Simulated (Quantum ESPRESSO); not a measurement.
**Moments of Fe7Co from a parallel start**

Aim: the moments that Fe7Co holds when they start parallel.

Program: Quantum ESPRESSO 7.5. Level of theory: PBE; plane waves with GBRV 1.5 PBE potentials, no spin-orbit coupling. Results are calculated unless marked as measured.

### Step 1. Set-up

It takes space group P4/mmm (No. 123, tetragonal). Conventional cell: a = 5.723 Å, b = 5.723 Å, c = 2.861 Å, α = 90.00°, β = 90.00°, γ = 90.00°. Nearest to Fe lie 6 Fe at 2.48 Å and 2 Co at 2.48 Å. Co has 8 Fe at 2.48 Å nearest. Nearest to Fe lie 8 Fe at 2.48 Å. Fe has 8 Fe at 2.48 Å nearest. Farther neighbours are not listed.

The cell was typed by rule, not taken from a database of measured structures.

### Step 2. Start 1: ferro ++++++++

The signs are those of the starting moments on the seeded atoms, the atoms that are given a moment.

Input file pw.in:

```
&CONTROL
  calculation = 'scf'
  prefix = 'pwscf'
  outdir = './tmp'
  pseudo_dir = './pseudo'
  disk_io = 'nowf'
/
&SYSTEM
  ibrav = 0
  celldm(1) = 8
  nat = 8
  ntyp = 2
  ecutwfc = 40
  ecutrho = 280
  nbnd = 89
  occupations = 'smearing'
  smearing = 'fd'
  degauss = 0.00367493
  nspin = 2
  starting_magnetization(1) = 0.1562
  starting_magnetization(2) = 0.1
/
&ELECTRONS
  conv_thr = 1.6d-08
  electron_maxstep = 150
  mixing_beta = 0.3
/
ATOMIC_SPECIES
Fe     55.8450 fe_pbe_v1.5.uspp.F.UPF
Co     58.9332 co_pbe_v1.2.uspp.F.UPF
CELL_PARAMETERS alat
   1.3518628264042    0.0000000000000    0.0000000000000
   0.0000000000000    1.3518628264042    0.0000000000000
   0.0000000000000    0.0000000000000    0.6759314132021
ATOMIC_POSITIONS crystal
Fe      0.0000000000    0.0000000000    0.0000000000
Co      0.2500000000    0.2500000000    0.5000000000
Fe      0.0000000000    0.5000000000    0.0000000000
Fe      0.2500000000    0.7500000000    0.5000000000
Fe      0.5000000000    0.0000000000    0.0000000000
Fe      0.7500000000    0.2500000000    0.5000000000
Fe      0.5000000000    0.5000000000    0.0000000000
Fe      0.7500000000    0.7500000000    0.5000000000
K_POINTS automatic
6 6 11 0 0 0
```

The run is started by

```bash
$ OMP_NUM_THREADS=1 mpirun -n 4 pw.x -nk 4 -in pw.in > pw.out
```

Log:

```text
Program PWSCF v.7.5 starts

     Message from routine setup:
     using ibrav=0 with symmetry is DISCOURAGED, use correct ibrav instead

     K-points division:     npool     =       4
     Subspace diagonalization in iterative solution of the eigenvalue problem:

     G-vector sticks info
     --------------------
     sticks:   dense  smooth     PW     G-vecs:    dense   smooth      PW
     Sum        2601    1481    441                50101    21701    3581

     Using Slab Decomposition

     bravais-lattice index     =            0
     lattice parameter (alat)  =       8.0000  a.u.
     unit-cell volume          =     632.4670 (a.u.)^3
     number of atoms/cell      =            8
     number of atomic types    =            2
     number of electrons       =       129.00
     number of Kohn-Sham states=           89
     kinetic-energy cutoff     =      40.0000  Ry
     charge density cutoff     =     280.0000  Ry
     scf convergence threshold =      1.6E-08
     mixing beta               =       0.3000
     number of iterations used =            8  plain     mixing
     Exchange-correlation= SLA  PW   PBE  PBE
                           (   1   4   3   4   0   0   0)

     celldm(1)=   8.000000  celldm(2)=   0.000000  celldm(3)=   0.000000
     celldm(4)=   0.000000  celldm(5)=   0.000000  celldm(6)=   0.000000

     crystal axes: (cart. coord. in units of alat)
               a(1) = (   1.351863   0.000000   0.000000 )
               a(2) = (   0.000000   1.351863   0.000000 )
               a(3) = (   0.000000   0.000000   0.675931 )

     reciprocal axes: (cart. coord. in units 2 pi/alat)
               b(1) = (  0.739720  0.000000  0.000000 )
               b(2) = (  0.000000  0.739720  0.000000 )
               b(3) = (  0.000000  0.000000  1.479440 )

     PseudoPot. # 1 for Fe read from file:
     fe_pbe_v1.5.uspp.F.UPF
     Pseudo is Ultrasoft + core correction, Zval = 16.0
     Generated by new atomic code, or converted to UPF format
     Using radial grid of  861 points,  6 beta functions with:
                l(1) =   0
                l(2) =   0
                l(3) =   1
                l(4) =   1
                l(5) =   2
                l(6) =   2
     Q(r) pseudized with  8 coefficients,  rinner =    1.000   1.000   1.000
                                                       1.000   1.000

     PseudoPot. # 2 for Co read from file:
     co_pbe_v1.2.uspp.F.UPF
     Pseudo is Ultrasoft + core correction, Zval = 17.0
     Generated by new atomic code, or converted to UPF format
     Using radial grid of  863 points,  6 beta functions with:
                l(1) =   0
                l(2) =   0
                l(3) =   1
                l(4) =   1
                l(5) =   2
                l(6) =   2
     Q(r) pseudized with  8 coefficients,  rinner =    1.200   1.200   1.200
                                                       1.200   1.200

     atomic species   valence    mass     pseudopotential
     Fe               16.00    55.84500     Fe( 1.00)
     Co               17.00    58.93320     Co( 1.00)

     Starting magnetic structure
     atomic species   magnetization
     Fe              0.156
     Co              0.100

     16 Sym. Ops., with inversion, found (12 have fractional translation)

   Cartesian axes

     site n.     atom                  positions (alat units)
         1        Fe     tau(   1) = (   0.0000000   0.0000000   0.0000000  )
         2        Co     tau(   2) = (   0.3379657   0.3379657   0.3379657  )
         3        Fe     tau(   3) = (   0.0000000   0.6759314   0.0000000  )
         4        Fe     tau(   4) = (   0.3379657   1.0138971   0.3379657  )
         5        Fe     tau(   5) = (   0.6759314   0.0000000   0.0000000  )
         6        Fe     tau(   6) = (   1.0138971   0.3379657   0.3379657  )
         7        Fe     tau(   7) = (   0.6759314   0.6759314   0.0000000  )
         8        Fe     tau(   8) = (   1.0138971   1.0138971   0.3379657  )

     number of k points=    60  Fermi-Dirac smearing, width (Ry)=  0.0037
                       cart. coord. in units 2pi/alat
        k(    1) = (   0.0000000   0.0000000   0.0000000), wk =   0.0025253
        k(    2) = (   0.0000000   0.0000000   0.1344945), wk =   0.0050505
        k(    3) = (   0.0000000   0.0000000   0.2689891), wk =   0.0050505
        k(    4) = (   0.0000000   0.0000000   0.4034836), wk =   0.0050505
        k(    5) = (   0.0000000   0.0000000   0.5379782), wk =   0.0050505
        [... 55 further k-points ...]

     Dense  grid:    50101 G-vectors     FFT dimensions: (  60,  60,  30)

     Smooth grid:    21701 G-vectors     FFT dimensions: (  48,  48,  24)

     Check: negative core charge=   -0.000064
     Generating pointlists ...
     new r_m :   0.2415 (alat units)  1.9317 (a.u.) for type    1
     new r_m :   0.2415 (alat units)  1.9317 (a.u.) for type    2

     Initial potential from superposition of free atoms

     starting charge     121.0000, renormalised to     129.0000
     Starting wfcs are  104 randomized atomic wfcs

     Self-consistent Calculation

     iteration #  1     ecut=    40.00 Ry     beta= 0.30
     Davidson diagonalization with overlap
     ethr =  1.00E-02,  avg # of iterations =  2.6

     total energy              =   -2036.19328716 Ry
     estimated scf accuracy    <      47.46630504 Ry

     total magnetization       =    13.23 Bohr mag/cell
     absolute magnetization    =    13.37 Bohr mag/cell

     iteration #  2     ecut=    40.00 Ry     beta= 0.30
     Davidson diagonalization with overlap
     ethr =  1.00E-02,  avg # of iterations =  3.0

     total energy              =   -2044.59255002 Ry
     estimated scf accuracy    <      84.26716875 Ry

     total magnetization       =    10.65 Bohr mag/cell
     absolute magnetization    =    11.09 Bohr mag/cell

     iteration #  3     ecut=    40.00 Ry     beta= 0.30
     Davidson diagonalization with overlap
     ethr =  1.00E-02,  avg # of iterations =  2.6

     total energy              =   -2048.87481045 Ry
     estimated scf accuracy    <      33.51378896 Ry

     total magnetization       =    12.18 Bohr mag/cell
     absolute magnetization    =    12.43 Bohr mag/cell

     [... further iterations left out ...]

     iteration # 17     ecut=    40.00 Ry     beta= 0.30
     Davidson diagonalization with overlap
     ethr =  9.97E-09,  avg # of iterations =  1.6

     total energy              =   -2050.93322484 Ry
     estimated scf accuracy    <       0.00000129 Ry

     total magnetization       =    19.04 Bohr mag/cell
     absolute magnetization    =    20.22 Bohr mag/cell

     iteration # 18     ecut=    40.00 Ry     beta= 0.30
     Davidson diagonalization with overlap
     ethr =  9.97E-10,  avg # of iterations =  2.0

     total energy              =   -2050.93322532 Ry
     estimated scf accuracy    <       0.00000028 Ry

     total magnetization       =    19.04 Bohr mag/cell
     absolute magnetization    =    20.22 Bohr mag/cell

     iteration # 19     ecut=    40.00 Ry     beta= 0.30
     Davidson diagonalization with overlap
     ethr =  2.19E-10,  avg # of iterations =  2.0

     total energy              =   -2050.93322542 Ry
     estimated scf accuracy    <       0.00000004 Ry

     total magnetization       =    19.04 Bohr mag/cell
     absolute magnetization    =    20.22 Bohr mag/cell

     iteration # 20     ecut=    40.00 Ry     beta= 0.30
     Davidson diagonalization with overlap
     ethr =  2.87E-11,  avg # of iterations =  1.2

     Magnetic moment per site  (integrated on atomic sphere of radius R)
     atom   1 (R=0.241)  charge= 14.4002  magn=  2.5727
     atom   2 (R=0.241)  charge= 15.5331  magn=  1.8402
     atom   3 (R=0.241)  charge= 14.4002  magn=  2.5727
     atom   4 (R=0.241)  charge= 14.4200  magn=  2.4497
     atom   5 (R=0.241)  charge= 14.4002  magn=  2.5727
     atom   6 (R=0.241)  charge= 14.4200  magn=  2.4497
     atom   7 (R=0.241)  charge= 14.4002  magn=  2.5727
     atom   8 (R=0.241)  charge= 14.4180  magn=  2.5104

     End of self-consistent calculation

     Number of k-points >= 100: set verbosity='high' to print the bands.

     the Fermi energy is    17.4914 ev

!    total energy              =   -2050.93322544 Ry
     estimated scf accuracy    <          8.3E-09 Ry
     smearing contrib. (-TS)   =      -0.00327416 Ry
     internal energy E=F+TS    =   -2050.92995129 Ry

     The total energy is F=E-TS. E is the sum of the following terms:
     one-electron contribution =    -977.10092931 Ry
     hartree contribution      =     563.59937810 Ry
     xc contribution           =    -237.30997792 Ry
     ewald contribution        =   -1400.11842215 Ry

     total magnetization       =    19.04 Bohr mag/cell
     absolute magnetization    =    20.22 Bohr mag/cell

     convergence has been achieved in  20 iterations

=------------------------------------------------------------------------------=
   JOB DONE.
=------------------------------------------------------------------------------=
```

Wall time 4.2 min (4 MPI ranks of Intel Xeon at 2.70GHz, shared host); peak memory 0.95 GiB; 17 min of CPU time.

Spin moment in the atom's sphere by atom:

| atom | spin moment in the atom's sphere (μB) |
| --- | --- |
| Fe1 | 2.57 |
| Co2 | 1.84 |
| Fe3 | 2.57 |
| Fe4 | 2.45 |
| Fe5 | 2.57 |
| Fe6 | 2.45 |
| Fe7 | 2.57 |
| Fe8 | 2.51 |

This step gave:

- smearing term TS: 0.04455 eV
- magnetization: 19.04 μB
- absolute magnetization: 20.22 μB
- final state: ferromagnetic

Spin density in the ab plane at fractional z = 0.500, with atoms of Co and Fe within 0.2 Å of it.

Ten even steps from '0' (0.0 e/Å³) to '9' (4.6 e/Å³), each cell a mean:
```
0000000000000000
0000000000000000
0002410000024100
0017940000179400
0014720000157200
0001100000011000
0000000000000000
0000000000000000
0000000000000000
0000000000000000
0002310000024100
0016930000179400
0004620000147200
0000100000011000
0000000000000000
0000000000000000
```
Columns run along a (5.7 Å), rows up along b (5.7 Å). Atoms in or near the plane, at fractional coordinates: Co at (0.25, 0.25), Fe at (0.25, 0.75), Fe at (0.75, 0.25), Fe at (0.75, 0.75).

Valence density in the ab plane at fractional z = 0.500, with atoms of Co and Fe within 0.2 Å of it. It is the smooth field of the valence electrons, not physical close to the nuclei.

Ten steps, logarithmic in the rise over the least value, from '_' (0 e/Å³) to '@' (34 e/Å³), each cell a mean:
```
________________________________
____..::::..________..::::..____
____--**##++..______--**##++..__
__..++%%@@##::____..++%%@@##::__
____==%%%%**::______==%%%%**::__
____::==++--..______::==++--..__
________________________..______
________________________________
________________________________
____..::::..________..::::..____
____--**##++..______--**##++..__
____++@@@@##::______++%%@@##::__
____==%%@@**::______==%%%%**::__
____..==++--..______::==++--..__
________________________..______
________________________________
```
Columns run along a (5.7 Å), rows up along b (5.7 Å). Atoms in or near the plane, at fractional coordinates: Co at (0.25, 0.25), Fe at (0.25, 0.75), Fe at (0.75, 0.25), Fe at (0.75, 0.75).

### Step 3. Run 2, typed as no spin polarisation

Changes to pw.in since step 2:

```diff
@@ -14,3 +14,3 @@
   ecutrho = 280
-  nbnd = 89
+  nbnd = 79
   occupations = 'smearing'
@@ -18,5 +18,2 @@
   degauss = 0.00367493
-  nspin = 2
-  starting_magnetization(1) = 0.1562
-  starting_magnetization(2) = 0.1
 /
```

Log:

```text
[banner, memory and clock lines left out]
Program PWSCF v.7.5 starts

     Message from routine setup:
     using ibrav=0 with symmetry is DISCOURAGED, use correct ibrav instead

     bravais-lattice index     =            0
     lattice parameter (alat)  =       8.0000  a.u.
     unit-cell volume          =     632.4670 (a.u.)^3
     number of atoms/cell      =            8
     number of atomic types    =            2
     number of electrons       =       129.00
     number of Kohn-Sham states=           79
     kinetic-energy cutoff     =      40.0000  Ry
     charge density cutoff     =     280.0000  Ry
     scf convergence threshold =      1.6E-08
     mixing beta               =       0.3000
     number of iterations used =            8  plain     mixing
     Exchange-correlation= SLA  PW   PBE  PBE
                           (   1   4   3   4   0   0   0)

     celldm(1)=   8.000000  celldm(2)=   0.000000  celldm(3)=   0.000000
     celldm(4)=   0.000000  celldm(5)=   0.000000  celldm(6)=   0.000000

     crystal axes: (cart. coord. in units of alat)
               a(1) = (   1.351863   0.000000   0.000000 )
               a(2) = (   0.000000   1.351863   0.000000 )
               a(3) = (   0.000000   0.000000   0.675931 )

     reciprocal axes: (cart. coord. in units 2 pi/alat)
               b(1) = (  0.739720  0.000000  0.000000 )
               b(2) = (  0.000000  0.739720  0.000000 )
               b(3) = (  0.000000  0.000000  1.479440 )

     PseudoPot. # 1 for Fe read from file:
     fe_pbe_v1.5.uspp.F.UPF
     Pseudo is Ultrasoft + core correction, Zval = 16.0

     PseudoPot. # 2 for Co read from file:
     co_pbe_v1.2.uspp.F.UPF
     Pseudo is Ultrasoft + core correction, Zval = 17.0

     atomic species   valence    mass     pseudopotential
     Fe               16.00    55.84500     Fe( 1.00)
     Co               17.00    58.93320     Co( 1.00)

     16 Sym. Ops., with inversion, found (12 have fractional translation)

   Cartesian axes

     site n.     atom                  positions (alat units)
         1        Fe     tau(   1) = (   0.0000000   0.0000000   0.0000000  )
         2        Co     tau(   2) = (   0.3379657   0.3379657   0.3379657  )
         3        Fe     tau(   3) = (   0.0000000   0.6759314   0.0000000  )
         4        Fe     tau(   4) = (   0.3379657   1.0138971   0.3379657  )
         5        Fe     tau(   5) = (   0.6759314   0.0000000   0.0000000  )
         6        Fe     tau(   6) = (   1.0138971   0.3379657   0.3379657  )
         7        Fe     tau(   7) = (   0.6759314   0.6759314   0.0000000  )
         8        Fe     tau(   8) = (   1.0138971   1.0138971   0.3379657  )

     number of k points=    60  Fermi-Dirac smearing, width (Ry)=  0.0037
                       cart. coord. in units 2pi/alat
        k(    1) = (   0.0000000   0.0000000   0.0000000), wk =   0.0050505
        k(    2) = (   0.0000000   0.0000000   0.1344945), wk =   0.0101010
        k(    3) = (   0.0000000   0.0000000   0.2689891), wk =   0.0101010
        k(    4) = (   0.0000000   0.0000000   0.4034836), wk =   0.0101010
        k(    5) = (   0.0000000   0.0000000   0.5379782), wk =   0.0101010
        [... 55 further k-points ...]

     Dense  grid:    50101 G-vectors     FFT dimensions: (  60,  60,  30)

     Smooth grid:    21701 G-vectors     FFT dimensions: (  48,  48,  24)

     Check: negative core charge=   -0.000064

     Initial potential from superposition of free atoms

     starting charge     121.0000, renormalised to     129.0000
     Starting wfcs are  104 randomized atomic wfcs

     Self-consistent Calculation

     iteration #  1     ecut=    40.00 Ry     beta= 0.30
     Davidson diagonalization with overlap
     ethr =  1.00E-02,  avg # of iterations =  2.6

     total energy              =   -2035.54041597 Ry
     estimated scf accuracy    <      48.54056968 Ry

     iteration #  2     ecut=    40.00 Ry     beta= 0.30
     Davidson diagonalization with overlap
     ethr =  1.00E-02,  avg # of iterations =  4.0

     total energy              =   -2042.31185228 Ry
     estimated scf accuracy    <     106.73629870 Ry

     [... further iterations left out ...]

     iteration # 29     ecut=    40.00 Ry     beta= 0.30
     Davidson diagonalization with overlap
     ethr =  7.33E-11,  avg # of iterations =  1.1

     total energy              =   -2050.57133667 Ry
     estimated scf accuracy    <       0.00000002 Ry

     iteration # 30     ecut=    40.00 Ry     beta= 0.30
     Davidson diagonalization with overlap
     ethr =  1.40E-11,  avg # of iterations =  1.2

     End of self-consistent calculation

     [... lines left out ...]
     the Fermi energy is    17.4852 ev

!    total energy              =   -2050.57133667 Ry
     estimated scf accuracy    <          2.2E-09 Ry
     smearing contrib. (-TS)   =      -0.01904690 Ry
     internal energy E=F+TS    =   -2050.55228977 Ry

     The total energy is F=E-TS. E is the sum of the following terms:
     one-electron contribution =    -976.23206518 Ry
     hartree contribution      =     561.74975341 Ry
     xc contribution           =    -235.95155585 Ry
     ewald contribution        =   -1400.11842215 Ry

     convergence has been achieved in  30 iterations
```

The job ended after 2.6 min (4 MPI ranks; peak memory 0.67 GiB; 10 min of CPU time).

Read from the output:

| Item | Value |
| --- | --- |
| smearing term TS | 0.2591 eV |
| final state | non-magnetic (no spin polarisation) |

### Step 4. The states side by side

An order is kept where moments of 0.15 μB or more survive with the typed signs; meshes match where a doubled cell samples the same k points as the first cell.

Orders:

| start | final state | typed order kept | energy over the lowest (meV a seeded atom) | largest site moment (μB) | net moment (μB a cell of the first run) | mesh matched | CPU time (s) |
| --- | --- | --- | --- | --- | --- | --- | --- |
| ferro ++++++++ | ferromagnetic | yes | 0 | 2.573 | 19.04 | yes | 1004 |
| no spin polarisation | non-magnetic | - | 615.5 | 0 | 0 | yes | 622.4 |

### Step 5. What came out

| Quantity | Value |
| --- | --- |
| state found | ferromagnetic (from ferro ++++++++) |
| largest site moment | 2.57 μB |
| state without moments | 615 meV a seeded atom higher |

In words: No opposed start was run, so this says nothing of the order that the crystal takes. The cell was built by rule and the atoms were not relaxed, which can move these energies.

[Logs and program files are shortened in this print: banners, set-up blocks, solver, clock and traceback lines can be left out without a mark of their own.]

[Logs are printed without paths, hosts, clocks, repeated set-up lines and the standing remarks that a program may print on its own settings, such as how far it seeks lower states.]

[Hosts, paths, dates, database ids (printed as entryN), source tags and the programs' standing remarks are cut or masked in the printed files.]

[Where a cell is said to come from a database of computed structures, the database is the Materials Project.]
